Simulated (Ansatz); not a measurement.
## A hypothetical structure for ZrPbCl6

This structure for ZrPbCl6 is made up. Its elements were placed in a known structure type with a cell scaled to their sizes. What cell does the guess relax to, and how far off was it?

Program: Ansatz 0.2.0. Level of theory: DFT, PBE, plane-wave PAW, files of the set soft_1, scalar-relativistic, no spin, cell and ions relaxed at zero pressure; PAW set soft_1, in the first sound run; inputs show where later runs differ. Results are calculated unless marked as measured.

## (1) The structure

It takes space group Fm-3m (No. 225, cubic). Conventional cell: a = 10.608 Å, b = 10.608 Å, c = 10.608 Å, α = 90.00°, β = 90.00°, γ = 90.00°. Nearest to Pb lie 6 Cl at 2.62 Å. Zr has 6 Cl at 2.69 Å nearest. Nearest to Cl lie 1 Pb at 2.62 Å and 1 Zr at 2.69 Å. Farther neighbours and most contacts between anions are not listed.

## (2) Relaxing cell and atoms

The guessed cell has no reason to be at equilibrium. It is relaxed with the atoms, within the space group of the guess.

input.yaml

```yaml
crystal:
  lattice:
    - [0.0, 5.304, 5.304]
    - [5.304, 0.0, 5.304]
    - [5.304, 5.304, 0.0]
  atoms:
    - { symbol: Pb, position: [0.5, 0.5, 0.5] }
    - { symbol: Zr, position: [0.0, 0.0, 0.0] }
    - { symbol: Cl, position: [0.7467, 0.7467, 0.2533] }
    - { symbol: Cl, position: [0.2533, 0.2533, 0.7467] }
    - { symbol: Cl, position: [0.7467, 0.2533, 0.7467] }
    - { symbol: Cl, position: [0.2533, 0.7467, 0.2533] }
    - { symbol: Cl, position: [0.2533, 0.7467, 0.7467] }
    - { symbol: Cl, position: [0.7467, 0.2533, 0.2533] }
kpoints:
  mp_grid: { grid: [5, 5, 5] }
scf:
  occupations: { method: fermi_dirac, width: 0.05 }
hamiltonian:
  xc: pbe
  pseudopotentials: { kind: paw, azcp: { folder: soft_1 } }
relax:
  f_tol: 0.015
  max_steps: 70
  cell: {}
output:
  forces: true
  stress: true
```

The run is started by

```bash
ansatz run input.yaml --threads 4 --pin off --max-ram 10240MiB --backend cpu --events-out ev --progress --plain --runs-dir out
```

Numbers of over 12 decimals in the logs are rounded to 6 here.

What it wrote:

```text
Engine: ansatz 0.2.0, aarch64-unknown-linux-gnu
Pseudopotentials: kind: paw
Pseudopotential: Pb, paw, valence charge 14, recommended cutoff 420 eV (normal), soft_1/Pb.paw.azcp
Pseudopotential: Zr, paw, valence charge 12, recommended cutoff 420 eV (normal), soft_1/Zr.paw.azcp
Pseudopotential: Cl, paw, valence charge 7, recommended cutoff 420 eV (normal), soft_1/Cl.paw.azcp
Functional definition: PBE
  parameter kappa = 0.804
  parameter beta = 0.066725
  exchange = pbe_x(kappa = kappa, mu = beta*pi^2/3)
  correlation = pbe_c(beta = beta)
Crystal: 8 atoms, lattice volume = 298.429 Å³
Basis set: ecut = 420 eV, 5817 PW (Γ), exchange–correlation on 108×108×108 points (8 copies of the dense FFT grid, shifted against one another)
Bands: 42, of which v1, the nominal top of the filled ones, is band 34 counted from 1 (33 counted from 0)
Symmetry: 48 space group operations
Space group: Fm-3m (ITA 225), of the structure as read, at distance tolerance 6.7e-5 Å
k-points: 10 of 125
Non-local potential: Pb, projectors of the file, l = 0: 2, l = 1: 2, l = 2: 2, l = 3: 1
Non-local potential: Zr, projectors of the file, l = 0: 3, l = 1: 2, l = 2: 2, l = 3: 1
Non-local potential: Cl, projectors of the file, l = 0: 2, l = 1: 2, l = 2: 1
PAW form: soft (Blöchl's): semilocal exchange-correlation on the pseudo side does not see the compensation charge
PAW one-centre angular grid: Pb, 590 points (default); XC on 64 Gauss nodes
PAW one-centre angular grid: Zr, 590 points (default); XC on 64 Gauss nodes
PAW one-centre angular grid: Cl, 110 points (default); XC on 64 Gauss nodes
Initial density: superposition of atomic densities (chi_scale 0.1, normalization cell, long waves kept (reshape's long-wave potential 0.05 eV rms))
Initial wavefunctions: pseudopotential atomic-orbital guess
Functional: x = pbe(κ = 0.804, μ = 0.219515), c = pbe(β = 0.066725)
SCF iter   1: F=—  HF=-22581.842217 eV  |F-HF|=—  |Δ(HF+E_count)|=         —  Δρ=4.24e-2  dr2=1.99e1  ethr=3.10e-3  ⟨swp⟩=10.3  Hψ=2051  notcnv=0  defer=1
preconditioner: auto → LDOS  [insulator: Δε(μ)=0.331 eV  Ē_g=9.734 eV  σ=0.050 eV  W_gap=0.69  n_scr=58 (ndim 8)  ℏωp=16.6 eV  f_vac=0.251  D(μ)=2.24/eV (n_scr^D=8)  ε∞_Penn≈3.9  β→1.0]
SCF iter   2: F=—  HF=-22580.690374 eV  |F-HF|=—  |Δ(HF+E_count)|=    1.15e0  Δρ=2.42e-2  dr2=4.59e0  ethr=3.10e-3  ⟨swp⟩=5.0  Hψ=1331  notcnv=0  defer=7
preconditioner: auto → Resta (q_TF=auto, 2.132 Å⁻¹)  ε∞=3.3  [insulator: Δε(μ)=2.221 eV  Ē_g=10.906 eV  σ=0.050 eV  W_gap=1.00  n_scr=58 (ndim 8)  ℏωp=16.6 eV  f_vac=0.274  D(μ)=0.00/eV (n_scr^D=0)  ε∞_Penn≈3.3  vacuum switching on, ρ_ref=8.6e-3 e/Å³  β→0.5]
SCF iter   3: F=—  HF=-22579.790294 eV  |F-HF|=—  |Δ(HF+E_count)|=   9.00e-1  Δρ=7.64e-3  dr2=5.64e-1  ethr=3.10e-3  ⟨swp⟩=3.0  Hψ=1102  notcnv=0  defer=7
SCF iter   4: F=—  HF=-22579.706101 eV  |F-HF|=—  |Δ(HF+E_count)|=   8.42e-2  Δρ=2.80e-3  dr2=4.08e-2  ethr=8.29e-4  ⟨swp⟩=3.0  Hψ=605  notcnv=0  defer=7
SCF iter   5: F=—  HF=-22579.714928 eV  |F-HF|=—  |Δ(HF+E_count)|=   8.83e-3  Δρ=1.14e-3  dr2=1.50e-2  ethr=6.01e-5  ⟨swp⟩=2.9  Hψ=751  notcnv=0  defer=8
SCF iter   6: F=—  HF=-22579.713412 eV  |F-HF|=—  |Δ(HF+E_count)|=   1.52e-3  Δρ=5.11e-4  dr2=2.53e-3  ethr=2.21e-5  ⟨swp⟩=2.0  Hψ=480  notcnv=0  defer=8
SCF iter   7: F=—  HF=-22579.713133 eV  |F-HF|=—  |Δ(HF+E_count)|=   2.79e-4  Δρ=2.35e-4  dr2=5.12e-4  ethr=3.72e-6  ⟨swp⟩=1.7  Hψ=498  notcnv=0  defer=8
SCF iter   8: F=—  HF=-22579.713060 eV  |F-HF|=—  |Δ(HF+E_count)|=   7.33e-5  Δρ=1.83e-5  dr2=7.83e-7  ethr=7.53e-7  ⟨swp⟩=2.3  Hψ=652  notcnv=0  defer=8
SCF iter   9: F=—  HF=-22579.712971 eV  |F-HF|=—  |Δ(HF+E_count)|=   8.90e-5  Δρ=1.28e-5  dr2=1.60e-6  ethr=1.47e-10  ⟨swp⟩=6.2  Hψ=1925  notcnv=0
SCF iter  10: F=-22579.712971 eV  HF=-22579.712971 eV  |F-HF|=3.31e-9  |Δ(HF+E_count)|=   2.71e-7  Δρ=1.20e-6  dr2=7.56e-9  ethr=1.47e-10  ⟨swp⟩=4.0  Hψ=1901  notcnv=0
SCF 1 converged in 10 iterations: F = -22579.712971 eV  dr2 = 7.56e-9
  greatest PAW one-centre occupation: 0.996 electrons in one spin orbital (limit 2), on the Zr atom at site 1 (counted from 0), in its partial waves of l = 0
relax step   1: F+E_penalty+E_count = -22579.71297060 eV  Δ(F+E_penalty+E_count) = +0.000e0 eV  max|allowed force component| = 2.955e0 eV/Å  Δτ_max = 0.0000 Å  P = +0.004 GPa  Ω = 298.429 Å³  (10 SCF iters, dr2 threshold 1.00e-7 eV, accepted)
Crystal: 8 atoms, lattice volume = 296.645 Å³
Initial density: handed on by an earlier stage of this run
Initial wavefunctions: those handed on with the density
iter 1 solved again at ethr=1.99e-3 eV; its pass at ethr=3.10e-3 eV (dr2=1.35e0 eV) is discarded
SCF iter   1: F=—  HF=-22582.039696 eV  |F-HF|=—  |Δ(HF+E_count)|=         —  Δρ=1.02e-2  dr2=1.37e0  ethr=1.99e-3  ⟨swp⟩=1.0  Hψ=2312  notcnv=0
preconditioner: auto → Resta (q_TF=auto, 2.134 Å⁻¹)  ε∞=3.4  [insulator: Δε(μ)=2.736 eV  Ē_g=10.822 eV  σ=0.050 eV  W_gap=1.00  n_scr=58 (ndim 8)  ℏωp=16.7 eV  f_vac=0.280  D(μ)=0.00/eV (n_scr^D=0)  ε∞_Penn≈3.4]
SCF iter   2: F=—  HF=-22581.802869 eV  |F-HF|=—  |Δ(HF+E_count)|=   2.37e-1  Δρ=3.99e-3  dr2=5.51e-2  ethr=1.99e-3  ⟨swp⟩=3.1  Hψ=815  notcnv=0  defer=6
SCF iter   3: F=—  HF=-22581.791776 eV  |F-HF|=—  |Δ(HF+E_count)|=   1.11e-2  Δρ=1.89e-3  dr2=6.85e-3  ethr=8.11e-5  ⟨swp⟩=3.0  Hψ=843  notcnv=0  defer=22
SCF iter   4: F=—  HF=-22581.791314 eV  |F-HF|=—  |Δ(HF+E_count)|=   4.62e-4  Δρ=5.09e-4  dr2=8.20e-4  ethr=1.01e-5  ⟨swp⟩=2.3  Hψ=674  notcnv=0  defer=22
SCF iter   5: F=—  HF=-22581.791269 eV  |F-HF|=—  |Δ(HF+E_count)|=   4.50e-5  Δρ=6.83e-5  dr2=2.27e-5  ethr=1.21e-6  ⟨swp⟩=2.3  Hψ=591  notcnv=0  defer=22
SCF iter   6: F=—  HF=-22581.791177 eV  |F-HF|=—  |Δ(HF+E_count)|=   9.12e-5  Δρ=1.95e-5  dr2=2.86e-6  ethr=3.33e-8  ⟨swp⟩=2.4  Hψ=713  notcnv=0  defer=22
SCF iter   7: F=-22581.791173 eV  HF=-22581.791174 eV  |F-HF|=5.57e-7  |Δ(HF+E_count)|=   3.84e-6  Δρ=4.98e-6  dr2=1.40e-7  ethr=1.18e-9  ⟨swp⟩=5.0  Hψ=1623  notcnv=0
SCF 2 converged in 7 iterations: F = -22581.791173 eV  dr2 = 1.40e-7
  greatest PAW one-centre occupation: 0.997 electrons in one spin orbital (limit 2), on the Zr atom at site 1 (counted from 0), in its partial waves of l = 0
relax step   2: F+E_penalty+E_count = -22581.79117309 eV  Δ(F+E_penalty+E_count) = -2.078e0 eV  max|allowed force component| = 4.513e-1 eV/Å  Δτ_max = 0.1954 Å  P = +0.975 GPa  Ω = 296.645 Å³  energy of the carried Pulay correction = +7.911e-5 eV  (7 SCF iters, dr2 threshold 8.00e-7 eV, accepted)
Crystal: 8 atoms, lattice volume = 305.533 Å³
Basis set: ecut = 420 eV, 5961 PW (Γ), exchange–correlation on 108×108×108 points (8 copies of the dense FFT grid, shifted against one another)
iter 1 solved again at ethr=1.83e-5 eV; its pass at ethr=3.10e-3 eV (dr2=1.25e-2 eV) is discarded
SCF iter   1: F=—  HF=-22581.888965 eV  |F-HF|=—  |Δ(HF+E_count)|=         —  Δρ=1.19e-3  dr2=1.12e-2  ethr=1.83e-5  ⟨swp⟩=2.1  Hψ=2262  notcnv=0
preconditioner: auto → Resta (q_TF=auto, 2.124 Å⁻¹)  ε∞=3.2  [insulator: Δε(μ)=3.360 eV  Ē_g=11.045 eV  σ=0.050 eV  W_gap=1.00  n_scr=58 (ndim 8)  ℏωp=16.5 eV  f_vac=0.295  D(μ)=0.00/eV (n_scr^D=0)  ε∞_Penn≈3.2]
SCF iter   2: F=—  HF=-22581.886462 eV  |F-HF|=—  |Δ(HF+E_count)|=   2.50e-3  Δρ=6.64e-4  dr2=2.07e-3  ethr=1.65e-5  ⟨swp⟩=1.7  Hψ=458  notcnv=0
SCF iter   3: F=—  HF=-22581.885984 eV  |F-HF|=—  |Δ(HF+E_count)|=   4.78e-4  Δρ=2.61e-4  dr2=3.59e-4  ethr=3.05e-6  ⟨swp⟩=2.4  Hψ=682  notcnv=0
SCF iter   4: F=—  HF=-22581.885801 eV  |F-HF|=—  |Δ(HF+E_count)|=   1.83e-4  Δρ=6.62e-5  dr2=3.05e-5  ethr=5.29e-7  ⟨swp⟩=2.7  Hψ=760  notcnv=0
SCF iter   5: F=—  HF=-22581.885789 eV  |F-HF|=—  |Δ(HF+E_count)|=   1.19e-5  Δρ=2.55e-5  dr2=4.22e-6  ethr=4.49e-8  ⟨swp⟩=2.6  Hψ=621  notcnv=0
SCF iter   6: F=-22581.885783 eV  HF=-22581.885784 eV  |F-HF|=1.02e-6  |Δ(HF+E_count)|=   4.80e-6  Δρ=8.65e-6  dr2=4.99e-7  ethr=1.18e-9  ⟨swp⟩=5.2  Hψ=1579  notcnv=0
SCF 3 converged in 6 iterations: F = -22581.885783 eV  dr2 = 4.99e-7
relax step   3: F+E_penalty+E_count = -22581.88578347 eV  Δ(F+E_penalty+E_count) = -9.461e-2 eV  max|allowed force component| = 3.596e-2 eV/Å  Δτ_max = 0.0380 Å  P = +0.512 GPa  Ω = 305.533 Å³  energy of the carried Pulay correction = -3.094e-4 eV  (6 SCF iters, dr2 threshold 8.00e-7 eV, accepted)
Crystal: 8 atoms, lattice volume = 311.973 Å³
Basis set: ecut = 420 eV, 6081 PW (Γ), exchange–correlation on 108×108×108 points (8 copies of the dense FFT grid, shifted against one another)
iter 1 solved again at ethr=1.23e-5 eV; its pass at ethr=3.10e-3 eV (dr2=8.35e-3 eV) is discarded
SCF iter   1: F=—  HF=-22581.898353 eV  |F-HF|=—  |Δ(HF+E_count)|=         —  Δρ=9.25e-4  dr2=8.77e-3  ethr=1.23e-5  ⟨swp⟩=1.3  Hψ=2143  notcnv=0
preconditioner: auto → Resta (q_TF=auto, 2.117 Å⁻¹)  ε∞=3.2  [insulator: Δε(μ)=3.376 eV  Ē_g=10.999 eV  σ=0.050 eV  W_gap=1.00  n_scr=58 (ndim 8)  ℏωp=16.3 eV  f_vac=0.299  D(μ)=0.00/eV (n_scr^D=0)  ε∞_Penn≈3.2]
SCF iter   2: F=—  HF=-22581.896283 eV  |F-HF|=—  |Δ(HF+E_count)|=   2.07e-3  Δρ=3.85e-4  dr2=1.01e-3  ethr=1.23e-5  ⟨swp⟩=2.0  Hψ=502  notcnv=0
SCF iter   3: F=—  HF=-22581.896050 eV  |F-HF|=—  |Δ(HF+E_count)|=   2.33e-4  Δρ=1.78e-4  dr2=2.91e-4  ethr=1.49e-6  ⟨swp⟩=2.2  Hψ=610  notcnv=0
SCF iter   4: F=—  HF=-22581.895846 eV  |F-HF|=—  |Δ(HF+E_count)|=   2.03e-4  Δρ=4.19e-5  dr2=1.98e-5  ethr=4.28e-7  ⟨swp⟩=2.7  Hψ=768  notcnv=0
SCF iter   5: F=—  HF=-22581.895836 eV  |F-HF|=—  |Δ(HF+E_count)|=   1.03e-5  Δρ=1.95e-5  dr2=2.59e-6  ethr=2.91e-8  ⟨swp⟩=2.1  Hψ=600  notcnv=0
SCF iter   6: F=-22581.895832 eV  HF=-22581.895833 eV  |F-HF|=5.65e-7  |Δ(HF+E_count)|=   3.65e-6  Δρ=6.16e-6  dr2=2.39e-7  ethr=9.64e-10  ⟨swp⟩=5.0  Hψ=1552  notcnv=0
SCF 4 converged in 6 iterations: F = -22581.895832 eV  dr2 = 2.39e-7
relax step   4: F+E_penalty+E_count = -22581.89583198 eV  Δ(F+E_penalty+E_count) = -1.005e-2 eV  max|allowed force component| = 4.981e-2 eV/Å  Δτ_max = 0.0077 Å  P = -0.085 GPa  Ω = 311.973 Å³  energy of the carried Pulay correction = -5.823e-4 eV  (6 SCF iters, dr2 threshold 6.55e-7 eV, accepted)
Crystal: 8 atoms, lattice volume = 311.774 Å³
iter 1 solved again at ethr=1.08e-6 eV; its pass at ethr=3.10e-3 eV (dr2=7.31e-4 eV) is discarded
SCF iter   1: F=—  HF=-22581.896603 eV  |F-HF|=—  |Δ(HF+E_count)|=         —  Δρ=2.25e-4  dr2=7.55e-4  ethr=1.08e-6  ⟨swp⟩=2.1  Hψ=1693  notcnv=0
preconditioner: auto → Resta (q_TF=auto, 2.117 Å⁻¹)  ε∞=3.2  [insulator: Δε(μ)=3.327 eV  Ē_g=10.980 eV  σ=0.050 eV  W_gap=1.00  n_scr=58 (ndim 8)  ℏωp=16.3 eV  f_vac=0.297  D(μ)=0.00/eV (n_scr^D=0)  ε∞_Penn≈3.2]
SCF iter   2: F=—  HF=-22581.896456 eV  |F-HF|=—  |Δ(HF+E_count)|=   1.48e-4  Δρ=7.47e-5  dr2=2.04e-5  ethr=1.08e-6  ⟨swp⟩=2.0  Hψ=517  notcnv=0
SCF iter   3: F=—  HF=-22581.896368 eV  |F-HF|=—  |Δ(HF+E_count)|=   8.74e-5  Δρ=3.44e-5  dr2=2.77e-6  ethr=2.99e-8  ⟨swp⟩=2.0  Hψ=760  notcnv=0
SCF iter   4: F=—  HF=-22581.896368 eV  |F-HF|=—  |Δ(HF+E_count)|=   4.64e-7  Δρ=1.09e-5  dr2=4.99e-7  ethr=4.07e-9  ⟨swp⟩=2.1  Hψ=607  notcnv=0
SCF iter   5: F=-22581.896368 eV  HF=-22581.896368 eV  |F-HF|=1.66e-8  |Δ(HF+E_count)|=   4.58e-8  Δρ=2.71e-6  dr2=3.57e-8  ethr=2.28e-10  ⟨swp⟩=4.6  Hψ=1512  notcnv=0
SCF 5 converged in 5 iterations: F = -22581.896368 eV  dr2 = 3.57e-8
relax step   5: F+E_penalty+E_count = -22581.89636788 eV  Δ(F+E_penalty+E_count) = -5.359e-4 eV  max|allowed force component| = 2.877e-3 eV/Å  Δτ_max = 0.0033 Å  P = +0.002 GPa  Ω = 311.774 Å³  energy of the carried Pulay correction = -5.739e-4 eV  (5 SCF iters, dr2 threshold 1.55e-7 eV, accepted)
Initial wavefunctions: pseudopotential atomic-orbital guess (no wavefunctions were taken with the density)
iter 1 solved again at ethr=3.01e-6 eV; its pass at ethr=3.10e-3 eV (dr2=2.05e-3 eV) is discarded
SCF iter   1: F=—  HF=-22581.896836 eV  |F-HF|=—  |Δ(HF+E_count)|=         —  Δρ=4.38e-5  dr2=6.38e-7  ethr=3.01e-6  ⟨swp⟩=3.0  Hψ=3118  notcnv=0
eigensolver tolerance schedule: the retry pair's looser diagonalisation over-reported the residual by 3207.92 of it (diagonalisation noise at an unbounded share of the residual, at the tolerance the schedule requests for it); recorded, not acted on — ethr = c·dr2/N_el stays at c = 1.0e-1
preconditioner: auto → Resta (q_TF=auto, 2.117 Å⁻¹)  ε∞=3.2  [insulator: Δε(μ)=3.337 eV  Ē_g=10.988 eV  σ=0.050 eV  W_gap=1.00  n_scr=58 (ndim 8)  ℏωp=16.3 eV  f_vac=0.297  D(μ)=0.00/eV (n_scr^D=0)  ε∞_Penn≈3.2]
SCF iter   2: F=—  HF=-22581.896869 eV  |F-HF|=—  |Δ(HF+E_count)|=   3.30e-5  Δρ=2.19e-5  dr2=1.47e-7  ethr=9.39e-10  ⟨swp⟩=3.4  Hψ=1003  notcnv=0
SCF iter   3: F=—  HF=-22581.896910 eV  |F-HF|=—  |Δ(HF+E_count)|=   4.15e-5  Δρ=3.91e-6  dr2=1.70e-8  ethr=2.17e-10  ⟨swp⟩=2.9  Hψ=804  notcnv=0
SCF iter   4: F=—  HF=-22581.896911 eV  |F-HF|=—  |Δ(HF+E_count)|=   9.14e-7  Δρ=7.76e-7  dr2=3.32e-9  ethr=2.50e-11  ⟨swp⟩=2.2  Hψ=668  notcnv=0
SCF iter   5: F=—  HF=-22581.896911 eV  |F-HF|=—  |Δ(HF+E_count)|=   7.44e-9  Δρ=2.62e-7  dr2=6.84e-10  ethr=4.88e-12  ⟨swp⟩=2.1  Hψ=581  notcnv=0
SCF iter   6: F=—  HF=-22581.896911 eV  |F-HF|=—  |Δ(HF+E_count)|=  4.22e-10  Δρ=1.41e-7  dr2=1.10e-10  ethr=1.01e-12  ⟨swp⟩=2.2  Hψ=574  notcnv=0
SCF iter   7: F=-22581.896911 eV  HF=-22581.896911 eV  |F-HF|=3.64e-12  |Δ(HF+E_count)|=  4.80e-10  Δρ=2.74e-8  dr2=3.43e-12  ethr=1.00e-12  ⟨swp⟩=5.0  Hψ=1522  notcnv=0
SCF 6 converged in 7 iterations: F = -22581.896911 eV  dr2 = 3.43e-12
relax step   6: F+E_penalty+E_count = -22581.89691113 eV  Δ(F+E_penalty+E_count) = -5.432e-4 eV  max|allowed force component| = 2.902e-3 eV/Å  Δτ_max = 0.0000 Å  P = +0.001 GPa  Ω = 311.774 Å³  stress off target by 1.25e-3 GPa  SCF on the basis re-selected at this cell (its energy is not comparable with the rows above)  (7 SCF iters)
basis re-selected at this cell: Δ(F+E_penalty+E_count) = -5.432e-4 eV, ΔP = -0.000 GPa vs the last step (what re-selecting the basis moved, of the pressure what is left beyond the Pulay correction that the steps carried, after the strain that the cell walked since its last selection, with what the two solves' SCF thresholds leave and, on support functions, any second-order correction that the steps lacked; it is no m [...]
SCF converged after 7 iterations
Free energy (F): -22581.896911 eV
Harris-Foulkes:  -22581.896911 eV  (|F-HF|=3.64e-12)
Internal energy: -22581.896911 eV  (E = F + TS)
E sigma→0 (E₀):  -22581.896911 eV
Fermi energy:    1.276267 eV
--- Per-component energies (eV) ---
  E_band       = -654.880004
  E_kinetic    = 1517.888327
  E_local      = -5439.893222  (includes V_loc(G=0)·N_el)
  E_nonlocal   = 564.106278
  E_hartree    = 2047.367411
  E_xc         = -1005.173717
  E_vxc        = -1018.629166  (∫ρ·V_xc dr)
  E_paw        = -17306.751577  (= ΣΔE_a)
  E_vpaw       = -373.087663  (= ΣTr[D̂ρ^β])
  E_aug_tail   = 0.000626  (compensation charges beyond the density's cutoff)
  E_ewald      = -2959.441037
  E_smearing   = -0.000000  (= −TS)
  E_closure    = 0.000000  (closes the sum)
  Σ components = -22581.896911   (vs F -22581.896911, Δ=0.00e0)
--- Forces (eV/Å), atoms counted from 1 ---
  atom   1  Pb     0.00000000    -0.00000000     0.00000000
  atom   2  Zr    -0.00000000     0.00000000    -0.00000000
  atom   3  Cl    -0.00000000    -0.00000000    -0.00290166
  atom   4  Cl     0.00000000     0.00000000     0.00290166
  atom   5  Cl    -0.00000000    -0.00290166    -0.00000000
  atom   6  Cl     0.00000000     0.00290166     0.00000000
  atom   7  Cl    -0.00290166    -0.00000000    -0.00000000
  atom   8  Cl     0.00290166     0.00000000     0.00000000
  max |Σ_I F_I| component: 9.11e-18 eV/Å
--- Stress (GPa, compression-positive) ---
        0.001254      -0.000000      -0.000000
       -0.000000       0.001254      -0.000000
       -0.000000      -0.000000       0.001254
  P = ⅓ Tr σ = 0.0013 GPa (0.013 kbar)
--- Relaxed structure (5 steps of the walk, 5 accepted, 1 SCFs on fresh bases) ---
  F+E_penalty+E_count = -22581.89691113 eV   max|allowed force component| = 2.902e-3 eV/Å   (the final SCF, on the basis selected at the relaxed cell)
  cell:  # Å, volume = 311.7736 Å³
    - [0, 5.381910, 5.381910]
    - [5.381910, 0, 5.381910]
    - [5.381910, 5.381910, 0]
  atoms:
    - { symbol: Pb, position: [0.5, 0.5, 0.5] }
    - { symbol: Zr, position: [1.5330913072475705e-19, 0, 0] }
    - { symbol: Cl, position: [0.769738, 0.769738, 0.230262] }
    - { symbol: Cl, position: [0.230262, 0.230262, 0.769738] }
    - { symbol: Cl, position: [0.769738, 0.230262, 0.769738] }
    - { symbol: Cl, position: [0.230262, 0.769738, 0.230262] }
    - { symbol: Cl, position: [0.230262, 0.769738, 0.769738] }
    - { symbol: Cl, position: [0.769738, 0.230262, 0.230262] }
```

Wall time 12 s (4 threads of Arm Neoverse V1, shared host); peak memory 0.73 GiB; 43 s of CPU time.

The steps of the relaxation:

```
step  energy less that of the first step (eV)  largest force component (eV/Å)  pressure (GPa)  volume (Å³)
   1                                   0.0000                          2.9552            0.00       298.43
   2                                  -2.0782                          0.4513            0.98       296.65
   3                                  -2.1728                          0.0360            0.51       305.53
   4                                  -2.1829                          0.0498           -0.09       311.97
   5                                  -2.1834                          0.0029            0.00       311.77
  6*                                  -2.1839                          0.0029            0.00       311.77
```

Relaxation steps marked * repeat the geometry before them on a plane-wave basis chosen anew for their cell, so energy and pressure can jump there.

Forces are held to the 48 operations that the run works with; a distortion that breaks them can't arise in this run.

```
conventional cell, symmetrised  before   after  change
                         a (Å)  10.608  10.764  +1.5 %
                         b (Å)  10.608  10.764  +1.5 %
                         c (Å)  10.608  10.764  +1.5 %
              volume (Å³/atom)   37.30   38.97  +4.5 %
```

The atoms that moved most (Å, as changes of fractional coordinates times the final cell):

```
atom      dx      dy      dz  length
 Cl8  -0.248   0.000   0.000   0.248
 Cl6   0.000  -0.248   0.000   0.248
 Cl4   0.000   0.000  -0.248   0.248
 Cl3   0.000   0.000   0.248   0.248
 Cl5   0.000   0.248   0.000   0.248
 Cl7   0.248   0.000   0.000   0.248
```

This step gave:

```
free energy         : -22581.8969 eV
Fermi energy        : 1.276 eV
gap by band count   : 3.338 eV
electrons           : 68
symmetry operations : 48
pressure            : 0.001254 GPa
```

Shortest distances by pair of elements, guess and relaxed (not always the same contact):

```csv
pair,guess (Å),relaxed (Å)
Cl–Zr,2.687,2.479
Cl–Pb,2.617,2.903
Cl–Cl,3.701,3.505
Pb–Zr,5.304,5.382
```

The relaxation ends with a largest force component of 0.0029 eV/Å and a pressure of 0.00 GPa.

[end of part 1 of 2]

[Logs are printed without paths, hosts, clocks, repeated set-up lines and the standing remarks that a program may print on its own settings, such as how far it seeks lower states.]

[Hosts, paths, dates, database ids (printed as entryN), source tags and the programs' standing remarks are cut or masked in the printed files.]
